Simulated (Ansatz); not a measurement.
# I on Pt(111): change of the work function

How does one ordered layer of I (fcc site) change the work function of Pt(111), and what dipole does each adsorbate carry?

Calculated with Ansatz 0.2.0; plane-wave DFT, PBE, Ansatz PAW.

### 1. The starting structure

The cell holds 4 atoms: 4 Pt. Cell: a = 2.772 Å, b = 2.772 Å, c = 24.790 Å, α = 90.0°, β = 90.0°, γ = 60.0°. Vacuum lies along c.

### 2. The clean slab

The bare slab comes first, as the zero from which every change is counted. The two lowest layers are held at bulk places and the upper ones relax. The dipole correction removes the false field that a one-sided slab makes across the periodic vacuum, so each face gets a flat vacuum level of its own.

The input, input.yaml:

```yaml
crystal:
  lattice:
    - [2.7718585823, 0.0, 0.0]
    - [1.3859292911, 2.4004999479, 0.0]
    - [0.0, 0.0, 24.7896391657]
  atoms:
    - { symbol: Pt, position: [0.0, 0.0, 0.3630549013] }
    - { symbol: Pt, position: [0.3333333333, 0.3333333333, 0.4543516338] }
    - { symbol: Pt, position: [0.6666666667, 0.6666666667, 0.5456483662] }
    - { symbol: Pt, position: [0.0, 0.0, 0.6369450987] }
kpoints:
  mp_grid: { grid: [12, 12, 1] }
hamiltonian:
  xc: pbe
scf:
  occupations: { method: fermi_dirac, width: 0.1 }
  convergence: { dr2_threshold: 1.0e-08 }
efield:
  axis: 3
  dipole_correction: true
  ramp_position: 0.97
  ramp_width: 0.06
relax:
  f_tol: 0.02
  max_steps: 60
  constraints: [{ sites: [0, 1] }]
output:
  write_potential: true
  write_density: true
  volumetric_format: npy
```

Started as:

```sh
ansatz run input.yaml --threads 4 --pin off --max-ram 6144MiB --backend cpu --events-out ev --progress --plain --runs-dir out
```

What it wrote:

```text
Engine: ansatz 0.2.0, aarch64-unknown-linux-gnu
Pseudopotentials: kind: paw
Pseudopotential: Pt, paw, valence charge 18, recommended cutoff 420 eV (normal), Pt.paw.azcp
Functional definition: PBE
  parameter kappa = 0.804
  parameter beta = 0.066725
  exchange = pbe_x(kappa = kappa, mu = beta*pi^2/3)
  correlation = pbe_c(beta = beta)
Crystal: 4 atoms, lattice volume = 164.946 Å³
Basis set: ecut = 420 eV, 3263 PW (Γ), exchange–correlation on 40×40×360 points (8 copies of the dense FFT grid, shifted against one another)
Bands: 44, of which v1, the nominal top of the filled ones, is band 36 counted from 1 (35 counted from 0)
Symmetry: 6 space group operations
k-points: 19 of 144 (time reversal used)
Non-local potential: Pt, projectors of the file, l = 0: 3, l = 1: 2, l = 2: 2, l = 3: 1
PAW form: soft (Blöchl's): semilocal exchange-correlation on the pseudo side does not see the compensation charge
PAW one-centre angular grid: Pt, 590 points (default); XC on 64 Gauss nodes
Initial density: superposition of atomic densities (neutral atoms: chi_scale 0, normalization atom), corrected by the library's trained network
Initial wavefunctions: pseudopotential atomic-orbital guess
Functional: x = pbe(κ = 0.804, μ = 0.219515), c = pbe(β = 0.066725)
SCF iter   1: F=—  HF=-50090.991717 eV  |F-HF|=—  |Δ(HF+E_count)|=         —  Δρ=5.75e-3  dr2=3.09e-1  ethr=1.77e-3  p=-0.000 e·Å  D=-7.16e-15 V/Å  ΔV_dip=0.00 eV  dr2_dipole=3.81e-7  V_vac-E_F(+/−)=5.23/5.23 eV  ⟨swp⟩=8.8  Hψ=3876  notcnv=0  defer=3
efield: sawtooth ramp at fractional position 0.9700 (set: `efield.ramp_position`, or a place that a band, a saddle search or an elastic batch's reference lends), width 0.0600; the density the first Hamiltonian is built on has a dipole p = -0.000 e·Å; the dipole correction subtracts the counter field D = -7.16e-15 V/Å, which shifts the + side's vacuum level by +0.00 eV against the − side's; the planar-averaged density in the ramp window peaks in size at 7.4e-6 e/Å³
preconditioner: auto → LDOS  [metal: Δε(μ)=0.021 eV  Ē_g=7.789 eV  σ=0.100 eV  W_gap=0.05  n_scr=18 (ndim 8)  ℏωp=18.3 eV  f_vac=0.582  D(μ)=6.47/eV (n_scr^D=38)  β→1.0]
SCF iter   2: F=—  HF=-50090.990102 eV  |F-HF|=—  |Δ(HF+E_count)|=   1.61e-3  Δρ=3.29e-3  dr2=3.42e-2  ethr=4.29e-4  p=-0.000 e·Å  D=-9.35e-6 V/Å  ΔV_dip=0.00 eV  dr2_dipole=9.91e-8  V_vac-E_F(+/−)=5.71/5.71 eV  ⟨swp⟩=2.5  Hψ=1067  notcnv=0  defer=17
SCF iter   3: F=—  HF=-50090.987444 eV  |F-HF|=—  |Δ(HF+E_count)|=   2.66e-3  Δρ=1.41e-3  dr2=2.98e-2  ethr=4.75e-5  p=0.000 e·Å  D=7.75e-6 V/Å  ΔV_dip=-0.00 eV  dr2_dipole=2.74e-8  V_vac-E_F(+/−)=5.60/5.60 eV  ⟨swp⟩=2.6  Hψ=1528  notcnv=0  defer=17
SCF iter   4: F=—  HF=-50090.985222 eV  |F-HF|=—  |Δ(HF+E_count)|=   2.22e-3  Δρ=6.04e-4  dr2=1.66e-3  ethr=4.14e-5  p=-0.000 e·Å  D=-5.42e-7 V/Å  ΔV_dip=0.00 eV  dr2_dipole=9.16e-11  V_vac-E_F(+/−)=5.69/5.69 eV  ⟨swp⟩=2.1  Hψ=1183  notcnv=0  defer=17
SCF iter   5: F=—  HF=-50090.985125 eV  |F-HF|=—  |Δ(HF+E_count)|=   9.70e-5  Δρ=2.71e-4  dr2=8.45e-5  ethr=2.30e-6  p=-0.000 e·Å  D=-3.90e-7 V/Å  ΔV_dip=0.00 eV  dr2_dipole=9.10e-10  V_vac-E_F(+/−)=5.68/5.68 eV  ⟨swp⟩=2.7  Hψ=1289  notcnv=0  defer=17
SCF iter   6: F=—  HF=-50090.985171 eV  |F-HF|=—  |Δ(HF+E_count)|=   4.56e-5  Δρ=4.16e-5  dr2=6.87e-6  ethr=1.17e-7  p=-0.000 e·Å  D=-3.58e-7 V/Å  ΔV_dip=0.00 eV  dr2_dipole=4.46e-10  V_vac-E_F(+/−)=5.66/5.66 eV  ⟨swp⟩=2.3  Hψ=1289  notcnv=0  defer=17
SCF iter   7: F=—  HF=-50090.985173 eV  |F-HF|=—  |Δ(HF+E_count)|=   1.85e-6  Δρ=1.19e-5  dr2=1.38e-7  ethr=9.54e-9  p=-0.000 e·Å  D=-5.42e-8 V/Å  ΔV_dip=0.00 eV  dr2_dipole=9.52e-11  V_vac-E_F(+/−)=5.66/5.66 eV  ⟨swp⟩=2.1  Hψ=1237  notcnv=0  defer=15
SCF iter   8: F=-50090.985173 eV  HF=-50090.985173 eV  |F-HF|=5.49e-8  |Δ(HF+E_count)|=   2.85e-7  Δρ=3.95e-6  dr2=8.81e-9  ethr=1.39e-11  p=-0.000 e·Å  D=-3.69e-9 V/Å  ΔV_dip=0.00 eV  dr2_dipole=1.60e-11  V_vac-E_F(+/−)=5.66/5.66 eV  ⟨swp⟩=8.6  Hψ=6861  notcnv=0
SCF 1 converged in 8 iterations: F = -50090.985173 eV  dr2 = 8.81e-9
  greatest PAW one-centre occupation: 1.000 electrons in one spin orbital (limit 2), on the Pt atom at site 2 (counted from 0), in its partial waves of l = 0
relax step   1: F+E_penalty+E_count = -50090.98517332 eV  Δ(F+E_penalty+E_count) = +0.000e0 eV  max|allowed force component| = 4.882e-1 eV/Å  Δτ_max = 0.0000 Å  (8 SCF iters, accepted)
Initial density: handed on by an earlier stage of this run
Initial wavefunctions: those handed on with the density
iter 1 solved again at ethr=6.41e-4 eV; its pass at ethr=3.10e-3 eV (dr2=4.62e-1 eV) is discarded
SCF iter   1: F=—  HF=-50091.029097 eV  |F-HF|=—  |Δ(HF+E_count)|=         —  Δρ=1.16e-2  dr2=4.80e-1  ethr=6.41e-4  p=0.000 e·Å  D=2.66e-7 V/Å  ΔV_dip=-0.00 eV  dr2_dipole=1.45e-1  V_vac-E_F(+/−)=5.71/5.71 eV  ⟨swp⟩=1.3  Hψ=3370  notcnv=0  defer=8
efield: sawtooth ramp at fractional position 0.9700 (set: `efield.ramp_position`, or a place that a band, a saddle search or an elastic batch's reference lends), width 0.0600; the density the first Hamiltonian is built on has a dipole p = 0.000 e·Å; the dipole correction subtracts the counter field D = 2.66e-7 V/Å, which shifts the + side's vacuum level by -0.00 eV against the − side's; the planar-averaged density in the ramp window peaks in size at 3.0e-6 e/Å³
preconditioner: auto → LDOS  [metal: Δε(μ)=0.019 eV  Ē_g=7.721 eV  σ=0.100 eV  W_gap=0.05  n_scr=18 (ndim 8)  ℏωp=18.3 eV  f_vac=0.575  D(μ)=6.64/eV (n_scr^D=50)  β→1.0]
SCF iter   2: F=—  HF=-50091.023852 eV  |F-HF|=—  |Δ(HF+E_count)|=   5.24e-3  Δρ=5.67e-3  dr2=1.45e-1  ethr=6.41e-4  p=0.004 e·Å  D=4.87e-3 V/Å  ΔV_dip=-0.12 eV  dr2_dipole=2.41e-2  V_vac-E_F(+/−)=5.55/5.67 eV  ⟨swp⟩=2.2  Hψ=1413  notcnv=0  defer=8
SCF iter   3: F=—  HF=-50091.004026 eV  |F-HF|=—  |Δ(HF+E_count)|=   1.98e-2  Δρ=2.86e-3  dr2=4.20e-2  ethr=2.02e-4  p=-0.007 e·Å  D=-7.20e-3 V/Å  ΔV_dip=0.18 eV  dr2_dipole=8.42e-5  V_vac-E_F(+/−)=5.86/5.68 eV  ⟨swp⟩=2.5  Hψ=1442  notcnv=0  defer=8
SCF iter   4: F=—  HF=-50090.997103 eV  |F-HF|=—  |Δ(HF+E_count)|=   6.92e-3  Δρ=9.64e-4  dr2=2.01e-3  ethr=5.84e-5  p=-0.003 e·Å  D=-3.38e-3 V/Å  ΔV_dip=0.08 eV  dr2_dipole=4.64e-5  V_vac-E_F(+/−)=5.76/5.68 eV  ⟨swp⟩=2.2  Hψ=1278  notcnv=0  defer=9
SCF iter   5: F=—  HF=-50090.996566 eV  |F-HF|=—  |Δ(HF+E_count)|=   5.37e-4  Δρ=2.91e-4  dr2=3.62e-4  ethr=2.79e-6  p=-0.003 e·Å  D=-2.80e-3 V/Å  ΔV_dip=0.07 eV  dr2_dipole=2.93e-5  V_vac-E_F(+/−)=5.74/5.68 eV  ⟨swp⟩=2.4  Hψ=1502  notcnv=0  defer=14
[...]
SCF iter   5: F=—  HF=-50091.007567 eV  |F-HF|=—  |Δ(HF+E_count)|=   1.08e-4  Δρ=1.80e-4  dr2=2.14e-4  ethr=1.16e-6  p=-0.001 e·Å  D=-7.97e-4 V/Å  ΔV_dip=0.02 eV  dr2_dipole=3.83e-6  V_vac-E_F(+/−)=5.69/5.67 eV  ⟨swp⟩=3.1  Hψ=1402  notcnv=0  defer=18
SCF iter   6: F=—  HF=-50091.007565 eV  |F-HF|=—  |Δ(HF+E_count)|=   1.81e-6  Δρ=9.20e-5  dr2=5.87e-5  ethr=2.97e-7  p=-0.001 e·Å  D=-1.00e-3 V/Å  ΔV_dip=0.02 eV  dr2_dipole=6.27e-8  V_vac-E_F(+/−)=5.70/5.67 eV  ⟨swp⟩=1.1  Hψ=836  notcnv=0  defer=18
SCF iter   7: F=—  HF=-50091.007553 eV  |F-HF|=—  |Δ(HF+E_count)|=   1.18e-5  Δρ=3.49e-5  dr2=1.06e-5  ethr=8.15e-8  p=-0.001 e·Å  D=-1.10e-3 V/Å  ΔV_dip=0.03 eV  dr2_dipole=8.90e-8  V_vac-E_F(+/−)=5.70/5.67 eV  ⟨swp⟩=1.2  Hψ=849  notcnv=0  defer=18
SCF iter   8: F=—  HF=-50091.007547 eV  |F-HF|=—  |Δ(HF+E_count)|=   6.41e-6  Δρ=1.21e-5  dr2=9.31e-7  ethr=1.47e-8  p=-0.001 e·Å  D=-1.07e-3 V/Å  ΔV_dip=0.03 eV  dr2_dipole=4.31e-9  V_vac-E_F(+/−)=5.70/5.67 eV  ⟨swp⟩=1.3  Hψ=862  notcnv=0  defer=18
SCF iter   9: F=—  HF=-50091.007565 eV  |F-HF|=—  |Δ(HF+E_count)|=   1.86e-5  Δρ=4.45e-6  dr2=4.79e-8  ethr=1.29e-9  p=-0.001 e·Å  D=-1.05e-3 V/Å  ΔV_dip=0.03 eV  dr2_dipole=1.77e-11  V_vac-E_F(+/−)=5.70/5.67 eV  ⟨swp⟩=2.0  Hψ=1206  notcnv=0  defer=17
SCF iter  10: F=-50091.007565 eV  HF=-50091.007565 eV  |F-HF|=8.49e-9  |Δ(HF+E_count)|=   3.09e-8  Δρ=1.25e-6  dr2=6.34e-9  ethr=1.39e-11  p=-0.001 e·Å  D=-1.05e-3 V/Å  ΔV_dip=0.03 eV  dr2_dipole=6.37e-10  V_vac-E_F(+/−)=5.70/5.67 eV  ⟨swp⟩=10.8  Hψ=6133  notcnv=0
SCF 3 converged in 10 iterations: F = -50091.007565 eV  dr2 = 6.34e-9
relax step   3: F+E_penalty+E_count = -50091.00756550 eV  Δ(F+E_penalty+E_count) = -1.103e-2 eV  max|allowed force component| = 7.115e-2 eV/Å  Δτ_max = 0.0918 Å  (10 SCF iters, accepted)
SCF iter   1: F=—  HF=-50091.008192 eV  |F-HF|=—  |Δ(HF+E_count)|=         —  Δρ=8.74e-4  dr2=5.06e-3  ethr=8.17e-5  p=-0.001 e·Å  D=-1.05e-3 V/Å  ΔV_dip=0.03 eV  dr2_dipole=1.69e-3  V_vac-E_F(+/−)=5.70/5.68 eV  ⟨swp⟩=2.1  Hψ=1462  notcnv=0  defer=18
efield: sawtooth ramp at fractional position 0.9700 (set: `efield.ramp_position`, or a place that a band, a saddle search or an elastic batch's reference lends), width 0.0600; the density the first Hamiltonian is built on has a dipole p = -0.001 e·Å; the dipole correction subtracts the counter field D = -1.05e-3 V/Å, which shifts the + side's vacuum level by +0.03 eV against the − side's; the planar-averaged density in the ramp window peaks in size at 2.0e-6 e/Å³
preconditioner: auto → LDOS  [metal: Δε(μ)=0.023 eV  Ē_g=7.759 eV  σ=0.100 eV  W_gap=0.06  n_scr=18 (ndim 8)  ℏωp=18.3 eV  f_vac=0.578  D(μ)=6.69/eV (n_scr^D=50)  β→1.0]
SCF iter   2: F=—  HF=-50091.008116 eV  |F-HF|=—  |Δ(HF+E_count)|=   7.63e-5  Δρ=3.88e-4  dr2=1.13e-3  ethr=7.03e-6  p=-0.001 e·Å  D=-6.34e-4 V/Å  ΔV_dip=0.02 eV  dr2_dipole=3.13e-4  V_vac-E_F(+/−)=5.69/5.67 eV  ⟨swp⟩=2.1  Hψ=1263  notcnv=0  defer=18
SCF iter   3: F=—  HF=-50091.008027 eV  |F-HF|=—  |Δ(HF+E_count)|=   8.81e-5  Δρ=2.54e-4  dr2=3.19e-4  ethr=1.57e-6  p=-0.002 e·Å  D=-1.78e-3 V/Å  ΔV_dip=0.04 eV  dr2_dipole=1.14e-6  V_vac-E_F(+/−)=5.72/5.67 eV  ⟨swp⟩=2.1  Hψ=1334  notcnv=0  defer=18
SCF iter   4: F=—  HF=-50091.007979 eV  |F-HF|=—  |Δ(HF+E_count)|=   4.87e-5  Δρ=5.52e-5  dr2=1.73e-5  ethr=4.43e-7  p=-0.001 e·Å  D=-1.25e-3 V/Å  ΔV_dip=0.03 eV  dr2_dipole=8.32e-7  V_vac-E_F(+/−)=5.70/5.67 eV  ⟨swp⟩=2.6  Hψ=1384  notcnv=0  defer=18
SCF iter   5: F=—  HF=-50091.007980 eV  |F-HF|=—  |Δ(HF+E_count)|=   1.25e-6  Δρ=2.60e-5  dr2=4.55e-6  ethr=2.40e-8  p=-0.001 e·Å  D=-1.28e-3 V/Å  ΔV_dip=0.03 eV  dr2_dipole=1.21e-7  V_vac-E_F(+/−)=5.70/5.67 eV  ⟨swp⟩=2.7  Hψ=1356  notcnv=0  defer=18
SCF iter   6: F=—  HF=-50091.007983 eV  |F-HF|=—  |Δ(HF+E_count)|=   2.75e-6  Δρ=1.36e-5  dr2=1.32e-6  ethr=6.32e-9  p=-0.001 e·Å  D=-1.27e-3 V/Å  ΔV_dip=0.03 eV  dr2_dipole=2.79e-9  V_vac-E_F(+/−)=5.70/5.67 eV  ⟨swp⟩=1.2  Hψ=826  notcnv=0  defer=18
SCF iter   7: F=—  HF=-50091.007983 eV  |F-HF|=—  |Δ(HF+E_count)|=   1.03e-7  Δρ=5.23e-6  dr2=2.30e-7  ethr=1.84e-9  p=-0.001 e·Å  D=-1.26e-3 V/Å  ΔV_dip=0.03 eV  dr2_dipole=3.75e-9  V_vac-E_F(+/−)=5.70/5.67 eV  ⟨swp⟩=1.2  Hψ=830  notcnv=0  defer=18
SCF iter   8: F=—  HF=-50091.007983 eV  |F-HF|=—  |Δ(HF+E_count)|=   2.13e-8  Δρ=1.98e-6  dr2=1.77e-8  ethr=3.19e-10  p=-0.001 e·Å  D=-1.27e-3 V/Å  ΔV_dip=0.03 eV  dr2_dipole=2.49e-10  V_vac-E_F(+/−)=5.70/5.67 eV  ⟨swp⟩=1.3  Hψ=909  notcnv=0  defer=18
SCF iter   9: F=-50091.007983 eV  HF=-50091.007983 eV  |F-HF|=3.28e-9  |Δ(HF+E_count)|=   1.65e-8  Δρ=5.76e-7  dr2=7.83e-10  ethr=1.39e-11  p=-0.001 e·Å  D=-1.27e-3 V/Å  ΔV_dip=0.03 eV  dr2_dipole=4.15e-12  V_vac-E_F(+/−)=5.70/5.67 eV  ⟨swp⟩=9.9  Hψ=5738  notcnv=0
SCF 4 converged in 9 iterations: F = -50091.007983 eV  dr2 = 7.83e-10
relax step   4: F+E_penalty+E_count = -50091.00798290 eV  Δ(F+E_penalty+E_count) = -4.174e-4 eV  max|allowed force component| = 3.487e-4 eV/Å  Δτ_max = 0.0131 Å  (9 SCF iters, accepted)
NSCF: frozen V_eff on 19 k-points
the band table was solved once a step of the walk had ended and its energy, with any forces and stress, was formed, with the checks that follow a solve (4584 applications of the Hamiltonian). They found nothing against the state; the energy, forces and stress were not computed again (output.eigenvalues in the input reference)
SCF converged after 9 iterations
Free energy (F): -50091.007983 eV
Harris-Foulkes:  -50091.007983 eV  (|F-HF|=3.28e-9)
Internal energy: -50090.790083 eV  (E = F + TS)
E sigma→0 (E₀):  -50090.899033 eV
Entropy (-TS):   -0.217900 eV (-54.475 meV/atom)
Fermi energy:    4.900471 eV
Dipole field:    D = -0.001269 V/Å  (p = -0.001156 e·Å, saw-weighted, corrected)
Work function:   Φ+ = 5.7030 eV   Φ− = 5.6716 eV
Levels:          The Fermi level and band energies are counted from a zero that moves with the ramp; work functions are not
--- Per-component energies (eV) ---
  E_band       = -1818.910560
  E_kinetic    = 2546.761399
  E_local      = -123966.042925  (includes V_loc(G=0)·N_el)
  E_nonlocal   = 800.189997
  E_hartree    = 60581.101335
  E_xc         = -1044.614578
  E_vxc        = -1207.827318  (∫ρ·V_xc dr)
  E_paw        = -37816.082999  (= ΣΔE_a)
  E_vpaw       = -1154.195293  (= ΣTr[D̂ρ^β])
  E_aug_tail   = 0.000812  (compensation charges beyond the density's cutoff)
  E_efield     = 0.000001  (sawtooth field / dipole correction)
  E_vefield    = 0.003642  (∫n·V_field dr)
  E_ewald      = 48807.896875
  E_smearing   = -0.217900  (= −TS)
  E_closure    = -0.000000  (closes the sum)
  Σ components = -50091.007983   (vs F -50091.007983, Δ=0.00e0)
--- Forces (eV/Å), atoms counted from 1 ---
  atom   1  Pt    -0.00000000    -0.00000000    -0.48014120
  atom   2  Pt     0.00000000    -0.00000000     0.47992532
  atom   3  Pt    -0.00000000    -0.00000000     0.00034872
  atom   4  Pt     0.00000000     0.00000000    -0.00014185
  max |Σ_I F_I| component: 9.01e-6 eV/Å
--- Band table (eV; the first three rows and the last of 19) ---
  k-point 0: bands = [... 32 lower, 3.3721, 3.7295, 3.7295, 4.4538, 4.4538, 4.4677, 4.8736, 4.8736, ... 4 higher]
  k-point 1: bands = [... 32 lower, 3.2564, 3.5694, 3.7370, 3.8498, 4.2372, 4.4477, 4.8839, 5.4119, ... 4 higher]
  k-point 2: bands = [... 32 lower, 3.0456, 3.1540, 3.4980, 3.7132, 4.4250, 4.6025, 4.9064, 6.3631, ... 4 higher]
  k-point 18: bands = [... 32 lower, 4.2535, 4.5924, 4.6084, 4.6216, 9.8513, 9.8824, 9.8903, 10.6257, ... 4 higher]
--- Relaxed structure (4 steps of the walk, 4 accepted, 0 SCFs on fresh bases) ---
  F+E_penalty+E_count = -50091.00798290 eV   max|allowed force component| = 3.487e-4 eV/Å
  atoms:
    - { symbol: Pt, position: [0.0, 0.0, 0.363055] }
    - { symbol: Pt, position: [0.333333, 0.333333, 0.454352] }
    - { symbol: Pt, position: [0.666667, 0.666667, 0.547405] }
    - { symbol: Pt, position: [1.786074e-18, -8.930369e-19, 0.641619] }
```

It took 29 s on 4 threads of Arm Neoverse N1, shared host; peak memory 0.52 GiB; 1.9 min of CPU time.

Reading the cycles: dr2 is the Hartree energy of the density residual (eV), the measure of convergence; HF is the Harris–Foulkes estimate of the energy, which meets the free energy F at convergence.

Relaxation path:

```csv
step,energy less that of the first step (eV),largest force component (eV/Å)
1,0.0000,0.4882
2,-0.0114,0.3306
3,-0.0224,0.0711
4,-0.0228,0.0003
```

The run keeps the 6 symmetry operations that the program found, so distortions that break them were not tested.

The atoms that moved most (Å):

```csv
atom,dx,dy,dz,length
Pt4,0.000,0.000,0.116,0.116
Pt3,0.000,0.000,0.044,0.044
```

The relaxed structure:

```cif
data_structure
_symmetry_space_group_name_H-M 'P 1'
_symmetry_Int_Tables_number 1
_cell_length_a 2.7719
_cell_length_b 2.7719
_cell_length_c 24.7896
_cell_angle_alpha 90.000
_cell_angle_beta 90.000
_cell_angle_gamma 60.000
_cell_volume 164.95
loop_
_atom_site_label
_atom_site_type_symbol
_atom_site_fract_x
_atom_site_fract_y
_atom_site_fract_z
_atom_site_occupancy
Pt1 Pt 0.00000 0.00000 0.36305 1
Pt2 Pt 0.33333 0.33333 0.45435 1
Pt3 Pt 0.66667 0.66667 0.54741 1
Pt4 Pt 0.00000 0.00000 0.64162 1
```

This step gave:

```yaml
energy_at_zero_smearing: -50090.8990 eV
work_function_upper_face: 5.703 eV
work_function_lower_face: 5.672 eV
dipole_along_the_normal: -0.001156 e·Å
step_between_the_vacuum_levels: 0.03145 eV
```

Running mean over 2.263 Å of the planar mean; the ramp of the sawtooth is left out. Table of electron's electrostatic potential energy less the Fermi level by z:

z (Å), electron's electrostatic potential energy less the Fermi level (eV) and a bar from the least value:
```
        4        5.7 ##############################
        5        5.7 ##############################
        6        5.6 ##############################
        7        4.6 ############################
        8       -5.0 ############
        9      -11.6 #
       10      -12.1 
       11      -12.2 
       12      -11.8 #
       13      -11.9 
       14      -11.8 #
       15      -11.2 ##
       16      -11.3 #
       17       -3.7 ##############
       18        4.9 #############################
       19        5.7 ##############################
       20        5.7 ##############################
       21        5.7 ##############################
```

The relaxation took 4 steps and lowered the energy by 0.023 eV; the largest force on the free atoms ends at 3.5e-4 eV/Å.

The work function of the upper face is 5.70 eV.

[end of part 1 of 2]

[Long decimals in the printed logs are rounded to 6 places.]

[Logs are printed without paths, hosts, clocks, repeated set-up lines and the standing remarks that a program may print on its own settings, such as how far it seeks lower states.]

[Hosts, paths, dates, database ids (printed as entryN), source tags and the programs' standing remarks are cut or masked in the printed files.]

[Maps of the electrostatic potential energy from Ansatz leave out the sawtooth potential of an applied field or a dipole correction, so their vacuum need not be flat; planar profiles and work functions include it.]
